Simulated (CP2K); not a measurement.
Tetrahydrofuran has these distinct C atoms: C1 (bonded to 2 C and 2 H) and C3 (bonded to C, O and 2 H).

```xyz
13

C    -0.2510    1.0157   -0.2502
C     0.9278    0.3210    0.4485
C     0.7527   -1.1246   -0.0181
O    -0.6719   -1.3310   -0.1643
C    -1.3459   -0.0490   -0.1521
H    -0.5396    1.9639    0.2203
H    -0.0046    1.2170   -1.3028
H     1.9048    0.7397    0.1759
H     0.8185    0.3863    1.5408
H     1.1357   -1.8681    0.6957
H     1.2459   -1.2926   -0.9929
H    -1.9153    0.0460    0.7896
H    -2.0570   -0.0243   -0.9905
```

Their partial C K spectra (CP2K XAS_TDP, all-electron GAPW, PBEh(45%), aug-cc-pVDZ, TDA, GW2X-corrected core level, no relativity) are given in random order, each times the number of alike atoms.

Gaussian full width 0.5 eV, oscillator strength per eV, alike atoms added, rows of zeros left out:

```csv
E (eV),curve 1,curve 2
289.25,0.000,0.001
289.50,0.000,0.008
289.75,0.000,0.030
290.00,0.000,0.047
290.25,0.000,0.069
290.50,0.001,0.052
290.75,0.011,0.017
291.00,0.049,0.012
291.25,0.074,0.008
291.50,0.138,0.015
291.75,0.174,0.038
292.00,0.064,0.054
292.25,0.013,0.074
292.50,0.016,0.108
292.75,0.029,0.091
293.00,0.030,0.054
293.25,0.017,0.054
293.50,0.036,0.057
293.75,0.103,0.038
294.00,0.124,0.034
294.25,0.072,0.039
294.50,0.048,0.031
294.75,0.039,0.018
295.00,0.030,0.013
295.25,0.037,0.028
295.50,0.029,0.039
295.75,0.017,0.017
296.00,0.012,0.005
296.25,0.007,0.015
296.50,0.009,0.024
```

Q: Which curve belongs to which atom?

Curve 1: C3 (bonded to C, O and 2 H), leading line at 291.14 eV (f = 0.016 an atom), ionisation energy 293.16 eV, term value 2.02 eV. Curve 2: C1 (bonded to 2 C and 2 H), leading line at 289.87 eV (f = 0.009 an atom), ionisation energy 291.96 eV, term value 2.09 eV. The leading line of an atom is its first one with 35 % of the strongest within 2.5 eV of its lowest line over the strength cut. A line lies at the core ionisation energy, which rises as an atom loses charge to its neighbours or to a π system, less the term value, which is large for a low π* or σ* orbital with weight on that atom.

[Banner, clock and machine lines of the logs are left out without a mark of their own.]

[Logs are printed without paths, hosts, clocks, repeated set-up lines and the standing remarks that a program may print on its own settings, such as how far it seeks lower states.]

[Hosts, paths, dates, database ids (printed as entryN), source tags and the programs' standing remarks are cut or masked in the printed files.]
